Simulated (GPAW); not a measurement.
# What relaxation does to the transmission of 10 junctions

A junction put together from bond lengths is quick to compute. How far is its transmission from that of the relaxed structure, and is geometry or basis the larger error?

How it was computed: Relaxation in the dzp basis, within the symmetry of the start (GPAW, PBE, forces under 0.05 eV/Å; an orbital basis tends to overbind), lead ends held. Transmission: GPAW 26.7.0 in a basis of numerical atomic orbitals with PAW setups; lead and junction are solved self-consistently in repeated cells 9 Å or more across, their Hamiltonian and overlap matrices go into Green's functions with semi-infinite leads (ASE), and T is the Landauer transmission at zero bias, at the junction cell's Fermi level, for one spin or as the mean of both where a run is spin-polarised.

What came out:

```
                                   junction  largest move (Å)  T as built, dzp  T relaxed, dzp  T relaxed, sz
 Li chain with a Cl atom on top of one atom              1.24            0.617           0.855          0.943
  propane-1,3-dithiol between two Al chains              1.11            0.985          0.0644         0.0557
  W chain with a Ti atom on top of one atom              1.07             4.24            2.48           2.33
 Ir chain with an Ag atom bridging one bond              0.80             5.14            3.52           3.58
          Li chain with one Pt atom in line              0.26            0.173           0.167          0.545
thiophene-2,5-dithiol between two Pt chains              0.17            0.643           0.259          0.873
         Ru chain with two Au atoms in line              0.13             1.06           0.943          0.959
             C3 chain between two Rh chains              0.06             1.64            1.77           1.75
         Rh chain with two Na atoms in line              0.05            0.927           0.965          0.974
           BN in line between two Cu chains              0.05            0.196            0.19          0.165
```

**Reading.** Relaxation raises T in 2 junctions, lowers it in 5 and leaves it within 5 % in 3. The largest change as a ratio is for propane-1,3-dithiol between two Al chains, from 0.985 to 0.0644. Moves over 0.6 Å, in 4 junctions, go beyond an adjustment of bond lengths: chain atoms buckled, a molecule turned or bonds were remade. In 7 of 10 cases the geometry matters more than the step from dzp to the minimal basis. The link between the largest move and the size of the change (r = 0.52) is weak or rests on one or two junctions.

Caveats: The cell length was held, so a junction may stay under tension or compression; the symmetry of the start was kept, and lower structures may exist. An evenly spaced straight chain is an idealisation of an electrode: free chains dimerise or zigzag, and their density of states has sharper edges than a bulk metal's. No run was spin-polarised, so magnetic states weren't tested. Spin-orbit coupling is left out, which matters for the heavier atoms here. Junctions whose dzp lead is shut at the Fermi level or whose end layer misses the lead by over 0.25 eV were left out, as were moves over 1.5 Å.

[Logs are printed without paths, hosts, clocks, repeated set-up lines and the standing remarks that a program may print on its own settings, such as how far it seeks lower states.]
